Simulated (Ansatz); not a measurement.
# BaCeSe3 (model cell, started as cubic perovskite with Ce in the octahedra): from the cell to its phonons, part 3 of 3

Aim: the vibrations of BaCeSe3 (model cell, started as cubic perovskite with Ce in the octahedra), their spectra, and whether the structure is stable.

Ansatz 0.2.0; DFT PBEsol, scalar-relativistic, plane waves, PAW; PAW set soft_1.

So far. Step 5 (Relaxing to small forces for the phonons, k-mesh 8×8×8): The forces vanish by symmetry and the pressure is 0.003 GPa, within the tolerances set. The cell now holds 32.61 Å³/atom. Step 6 (Zone-centre response): Before it was imposed, the acoustic sum rule was missed by 3.4e-4 eV/Å² and the charge sum rule by 0.0040 e. Small misses are needed for a sound result but don't prove that mesh and cutoff are converged. The relaxed cell has a = 5.463 Å (conventional setting).

The structure was built from a prototype and need not be the compound's stable phase.

## Step 7: Response at finite wavevector

Stability and thermal properties need the whole zone. Linear response on a 2×2×2 q mesh gives force constants as far as a supercell of that size would, and the tensors from the zone-centre run are typed in so that the long-range dipole term is interpolated apart.

Input file input.yaml:

```yaml
crystal:
  lattice:
    - [5.4631095288, 0.0, 0.0]
    - [0.0, 5.4631095288, 0.0]
    - [0.0, 0.0, 5.4631095288]
  atoms:
    - { symbol: Ba, position: [0.0, 0.0, 0.0] }
    - { symbol: Ce, position: [0.5, 0.5, 0.5] }
    - { symbol: Se, position: [0.5, 0.5, 0.0] }
    - { symbol: Se, position: [0.5, 0.0, 0.5] }
    - { symbol: Se, position: [0.0, 0.5, 0.5] }
kpoints:
  mp_grid: { grid: [8, 8, 8] }
hamiltonian:
  xc: pbesol
  pseudopotentials: { kind: paw, azcp: { folder: soft_1 }, xc_functional: pbe }
scf:
  occupations: { method: fixed }
output:
  eigenvalues: true
phonons:
  method: dfpt
  qmesh: [2, 2, 2]
  temperatures: { t_max: 1000, t_step: 50 }
  qpath:
    path:
      - [[0.0, 0.0, 0.0], [0.0, 0.5, 0.0], [0.5, 0.5, 0.0], [0.0, 0.0, 0.0], [0.5, 0.5, 0.5], [0.0, 0.5, 0.0]]
      - [[0.5, 0.5, 0.5], [0.5, 0.5, 0.0]]
    npoints: 10
  non_analytic_term:
    high_frequency_dielectric_tensor: [[10.9307, 0.0, 0.0], [0.0, 10.9307, 0.0], [0.0, 0.0, 10.9307]]
    born_effective_charges:
      - { species: Ba, tensor: [[3.0544, 0.0, 0.0], [0.0, 3.0544, 0.0], [0.0, 0.0, 3.0544]] }
      - { species: Ce, tensor: [[6.9098, 0.0, 0.0], [0.0, 6.9098, 0.0], [0.0, 0.0, 6.9098]] }
      - { species: Se, tensor: [[-1.8407, 0.0, 0.0], [0.0, -1.8407, 0.0], [0.0, 0.0, -6.2829]] }
      - { species: Se, tensor: [[-1.8407, 0.0, 0.0], [0.0, -6.2829, 0.0], [0.0, 0.0, -1.8407]] }
      - { species: Se, tensor: [[-6.2829, 0.0, 0.0], [0.0, -1.8407, 0.0], [0.0, 0.0, -1.8407]] }
    source: "zone-centre run at this cell"
```

Command:

```
$ ansatz run input.yaml --threads 4 --pin off --max-ram 16384MiB --backend cpu --events-out ev --progress --plain --runs-dir out
```

Numbers of over 12 decimals in the logs are rounded to 6 here.

What it wrote:

```text
[...]
Crystal: 5 atoms, lattice volume = 163.050 Å³
Basis set: ecut = 420 eV, 3191 PW (Γ), exchange–correlation on 80×80×80 points (8 copies of the dense FFT grid, shifted against one another)
Bands: 42, of which v1, the nominal top of the filled ones, is band 35 counted from 1 (34 counted from 0)
Symmetry: 48 space group operations
k-points: 35 of 512
[...]
SCF iter   1: F=—  HF=-28637.877054 eV  |F-HF|=—  |Δ(HF+E_count)|=         —  Δρ=3.39e-1  dr2=3.12e2  ethr=3.10e-3  ⟨swp⟩=4.1  Hψ=4778  notcnv=0  defer=109
[...]
SCF iter  20: F=-28628.680991 eV  HF=-28628.680991 eV  |F-HF|=7.28e-12  |Δ(HF+E_count)|=  7.28e-12  Δρ=4.23e-9  dr2=8.06e-14  ethr=1.00e-12  ⟨swp⟩=4.9  Hψ=5453  notcnv=0
SCF 1 converged in 20 iterations: F = -28628.680991 eV  dr2 = 8.06e-14
[...]
NSCF: frozen V_eff on 35 k-points
[...]
DFPT response loops at q = (0, 0, 0) (fractional): preconditioner auto → Resta (q_TF=auto, 2.370 Å⁻¹)  ε∞=9.3 (no band partly filled); β = 1.00, the filter's whole step (`scf.mixing.beta` (0.50) is not read by the response loops at its default; to damp them type it under 1.00, their step now; it binds the ground state too); Broyden in place of MSR1
[...]
SCF converged after 20 iterations
Free energy (F): -28628.680991 eV
[...]
Internal energy: -28628.680991 eV  (E = F + TS)
E sigma→0 (E₀):  -28628.680991 eV
Fermi energy:    7.426615 eV
[...]
--- Band table (eV; the first three rows and the last of 35) ---
  k-point 0: bands = [... 31 lower, 6.1428, 6.7215, 6.7215, 6.7215, 8.1871, 8.5379, 8.5379, 8.5379, ... 3 higher]
  k-point 1: bands = [... 31 lower, 6.0513, 6.4116, 6.7070, 6.7070, 8.1825, 8.3992, 8.3992, 8.5102, ... 3 higher]
  k-point 2: bands = [... 31 lower, 5.8092, 5.8552, 6.6854, 6.6854, 8.1727, 8.2968, 8.2968, 8.4719, ... 3 higher]
  k-point 34: bands = [... 31 lower, 4.4298, 7.4266, 7.4266, 7.4266, 8.1201, 8.1653, 8.1653, 8.1653, ... 3 higher]
--- Phonons (Γ-DFPT): 4 representative perturbations + reference (Σ response iterations 12) ---
  ASR residual: 9.811e-5 → 0.000e0 eV/Å²; symmetrization residual: 1.002e-5 eV/Å²
  ASR residual per site (eV/Å²): 9.81e-5 1.40e-5 3.70e-5 3.70e-5 3.70e-5
[...]
--- Phonons (arbitrary-q DFPT): 4 irreducible q on the 2×2×2 mesh ---
  q = [0.0000, 0.0000, 0.0000] (star 1, of the zone-centre solve; hermiticity 1.87e-6, symmetrization 7.46e-12): -51.05 -51.05 -51.05 -40.23 -40.23 -40.23 -0.00 -0.00 0.00 57.44 57.44 57.44 224.38 224.38 224.38
  q = [0.0000, 0.0000, -0.5000] (star 3, 9 solved perturbations in 975 linear systems a pass and spin channel, the states on 125 of 512 k-point pairs; hermiticity 1.58e-6, symmetrization 8.88e-12): -42.92 -42.92 -30.38 -30.38 -23.72 41.55 41.55 44.47 50.44 50.44 52.66 170.91 224.87 224.87 237.20
[...]
sum rule: each row above includes the acoustic sum rule's correction from the zone centre's row sums; it moved no ω² by more than (0.44 cm⁻¹)²
  mesh force constants: q→R imaginary residual 4.46e-18; ASR residual 9.811e-5 → 0.000e0 eV/Å²; symmetrization residual 1.243e-14 eV/Å²
  interpolated dispersion: 63 rows × 15 modes
  density of states and harmonic sums: on the 12×12×12 q-mesh, interpolated from the force constants of a 2×2×2 supercell (with the dipole–dipole term of supplied tensors)
  largest difference from the sums on the solved wave vectors: F 4.29e-2 eV, S 4.69e-5 and C_V 1.95e-5 eV/K
  zero-point energy: 0.075444 eV/cell   skipped modes (ω ≤ 0): 445, of them read as no rigid motion or as one in doubt: 442 (5.295e0 modes/cell left out, lowest -70.34 cm⁻¹)   left out of the sums: 3.53e-1 of the cell's modes: C_V's classical limit lies that fraction below 3 k_B per atom; for a crystal, a wire or a layer, F and S can be off by more, and a phonons.interpolated_qmesh denser along its periods is the remedy for the sampling
```

Run time: 8.5 min. Hardware: 4 threads of Arm Neoverse V2, shared host; peak memory 2.4 GiB.

Numbers from this step:

```yaml
sum_rule_residual_before_enforcement: 9.81e-5 eV/Å²
lowest_frequency_on_the_path: -70.34 cm⁻¹
highest_frequency_on_the_path_or_at_a_solved_wavevector: 270.7 cm⁻¹
lowest_mode_on_the_q_mesh_acoustic_modes_at_gamma_apart: -70.34 cm⁻¹
```

Frequencies (cm⁻¹) solved at each irreducible wavevector; negative means imaginary. Frequencies by wavevector, by row:

| q in reciprocal lattice units | star | mode 1 | mode 2 | mode 3 | mode 4 | mode 13 | mode 14 | mode 15 |
| --- | --- | --- | --- | --- | --- | --- | --- | --- |
| 0 0 0 | 1 | -51 | -51 | -51 | -40.2 | 224.4 | 224.4 | 224.4 |
| 0 0 -0.5 | 3 | -42.9 | -42.9 | -30.4 | -30.4 | 224.9 | 224.9 | 237.2 |
| 0 -0.5 -0.5 | 3 | -66.8 | -48.8 | -48.8 | -23.4 | 195.6 | 225.4 | 243.9 |
| -0.5 -0.5 -0.5 | 1 | -70.3 | -70.3 | -70.3 | -40.5 | 191.7 | 191.7 | 249.7 |

Interpolated from a 2×2×2 q mesh, with the LO-TO term (at Γ the limit along the path; where Γ stands inside the path, tables give the limit on arrival). The phonon branches at the labelled points (cm⁻¹):

| point | branch 1 | branch 2 | branch 3 | branch 4 | branch 12 | branch 13 | branch 14 | branch 15 |
| --- | --- | --- | --- | --- | --- | --- | --- | --- |
| Γ | -51 | -51 | -40 | -40 | 71 | 224 | 224 | 271 |
| halfway | -48 | -48 | -33 | -33 | 118 | 225 | 225 | 259 |
| X | -43 | -43 | -30 | -30 | 171 | 225 | 225 | 237 |
| halfway | -57 | -43 | -40 | -36 | 172 | 208 | 225 | 248 |
| M | -67 | -49 | -49 | -23 | 173 | 196 | 225 | 244 |
| halfway | -53 | -44 | -43 | -32 | 121 | 214 | 225 | 259 |
| Γ | -51 | -51 | -40 | -40 | 71 | 224 | 224 | 271 |
| halfway | -52 | -51 | -51 | -33 | 123 | 215 | 215 | 261 |
| R | -70 | -70 | -70 | -40 | 175 | 192 | 192 | 250 |
| halfway | -58 | -57 | -49 | -38 | 173 | 204 | 215 | 254 |
| X | -43 | -43 | -30 | -30 | 171 | 225 | 225 | 237 |
| jump to R | -70 | -70 | -70 | -40 | 175 | 192 | 192 | 250 |
| halfway | -69 | -58 | -58 | -36 | 174 | 194 | 210 | 251 |
| M | -67 | -49 | -49 | -23 | 173 | 196 | 225 | 244 |

Tetrahedra on a 12×12×12 mesh, mean over bins of 5 cm-1. Interpolated from a 2×2×2 q mesh. The phonon density of states by wavenumber; read off at these points:

| wavenumber (cm⁻¹) | phonon density of states (1/cm⁻¹/cell) |
| --- | --- |
| -72 | 1.0e-4 |
| -62 | 0.0581 |
| -48 | 0.174 |
| -38 | 0.154 |
| -22 | 0.0413 |
| -12 | 0.0152 |
| -2 | 0.0102 |
| 12 | 0.0154 |
| 22 | 0.0369 |
| 32 | 0.0408 |
| 48 | 0.0735 |
| 58 | 0.0977 |
| 62 | 0.103 |
| 72 | 0.0816 |
| 82 | 0.0215 |
| 92 | 0.0221 |
| 108 | 0.0167 |
| 118 | 0.0222 |
| 128 | 0.0181 |
| 142 | 0.0221 |
| 152 | 0.0236 |
| 168 | 0.0571 |
| 178 | 4.3e-4 |
| 188 | 0 |
| 202 | 0.0395 |
| 212 | 0.0567 |
| 222 | 0.152 |
| 238 | 2.4e-4 |
| 248 | 0.0370 |
| 252 | 0.0868 |
| 262 | 0.0211 |
| 272 | 0 |

The partial phonon density of states has structure finer than the step of the table below, so its rows give means over 20 cm⁻¹, whole bins alone (the curve runs from -79.5 to 287 cm⁻¹). Peaks (cm⁻¹: height): Ba -38.0: 0.0849, 40.4: 0.0266; Ce 52.0: 0.0218, 68.1: 0.0420, 95.8: 0.0491, 125.8: 0.0523, 153.5: 0.0591, 169.6: 0.0705, 222.7: 0.0288; Se -49.5: 0.0955, -31.1: 0.0804, 54.3: 0.0638, 68.1: 0.0808, 95.8: 0.0202, 222.7: 0.0840, 252.7: 0.0629.

Phonopy on the run's constants, 11x11x11 mesh, Gaussian sigma 2.6 cm-1. Interpolated from a 2×2×2 q mesh. The partial phonon density of states by wavenumber; means over each step; values in 1/cm⁻¹/cell:

| wavenumber (cm⁻¹) | Ba | Ce | Se |
| --- | --- | --- | --- |
| -60 | 0.0102 | 1.8e-5 | 0.0576 |
| -40 | 0.0663 | 3.1e-4 | 0.0763 |
| -20 | 0.0186 | 3.8e-4 | 0.0281 |
| 0 | 0.00253 | 2.5e-4 | 0.00420 |
| 20 | 0.0153 | 0.00194 | 0.0142 |
| 40 | 0.0212 | 0.00574 | 0.0317 |
| 60 | 0.0114 | 0.0210 | 0.0649 |
| 80 | 0.00252 | 0.00473 | 0.0304 |
| 100 | 6.7e-4 | 0.0180 | 0.00751 |
| 120 | 3.2e-4 | 0.0172 | 0.00570 |
| 140 | 1.1e-4 | 0.00700 | 0.00187 |
| 160 | 3.3e-4 | 0.0300 | 0.00454 |
| 180 | 1.3e-4 | 0.0137 | 8.5e-4 |
| 200 | 4.6e-6 | 0.00476 | 0.0248 |
| 220 | 8.1e-6 | 0.0169 | 0.0528 |
| 240 | 5.3e-5 | 0.00150 | 0.0123 |
| 260 | 1.7e-4 | 0.00609 | 0.0300 |

Symmetry leaves 4 wavevectors to solve. The lowest mode among them, the acoustic zeros apart, lies at q = (-0.5, -0.5, -0.5) and is imaginary, 70.3i cm⁻¹, so the energy falls along it.

## Step 8: Summary of results

```json
{
  "space group after relaxation (within 0.01 Å)": "Pm-3m",
  "volume per atom": "32.6 Å³",
  "gap on the k-mesh": "0.693 eV",
  "highest optical mode at the zone centre (no LO-TO term)": "224 cm⁻¹",
  "top of the zone-centre spectrum with the field": "271 cm⁻¹",
  "lowest optical zone-centre mode": "-51.0 cm⁻¹",
  "mean high-frequency dielectric constant": "10.9",
  "largest Born charge (third of the trace)": "6.91 e",
  "lowest mode on the q mesh (acoustic modes at Γ apart)": "-70.3 cm⁻¹",
  "highest frequency on the path or at a solved wavevector": "271 cm⁻¹",
  "imaginary modes on the 2×2×2 q mesh": "yes"
}
```

**Reading.** Modes are clearly imaginary (beyond 10i cm⁻¹) at 4 of the 4 irreducible wavevectors, most at q = (-0.5, -0.5, -0.5) (70.3i cm⁻¹), so this structure is not a minimum of the energy. Without the field, the optical modes at Γ span -51 to 224 cm⁻¹ (negative means imaginary). The highest mode in this list at Γ, 224.4 cm⁻¹, is mostly motion of Se (74 % of the kinetic energy). With the macroscopic field of the longitudinal modes the top of the zone-centre spectrum lies at 271 cm⁻¹, against 224 cm⁻¹ without it. Among the real modes, the strongest infrared line is at 224 cm⁻¹. The phonon runs are without spin polarisation, although Ce often carries a moment. The 4f shell is treated without a U, so valence and screening may be off. Spin-orbit coupling is left out, which can matter for the heavy elements here. The PAW files were made for PBE and serve the other functionals too. The starting cell was built on a prototype and not taken from a measurement, so the phase need not exist. These are harmonic frequencies at zero temperature: anharmonic shifts, linewidths and thermal expansion are left out.

[Logs are printed without paths, hosts, clocks, repeated set-up lines and the standing remarks that a program may print on its own settings, such as how far it seeks lower states.]

[Hosts, paths, dates, database ids (printed as entryN), source tags and the programs' standing remarks are cut or masked in the printed files.]
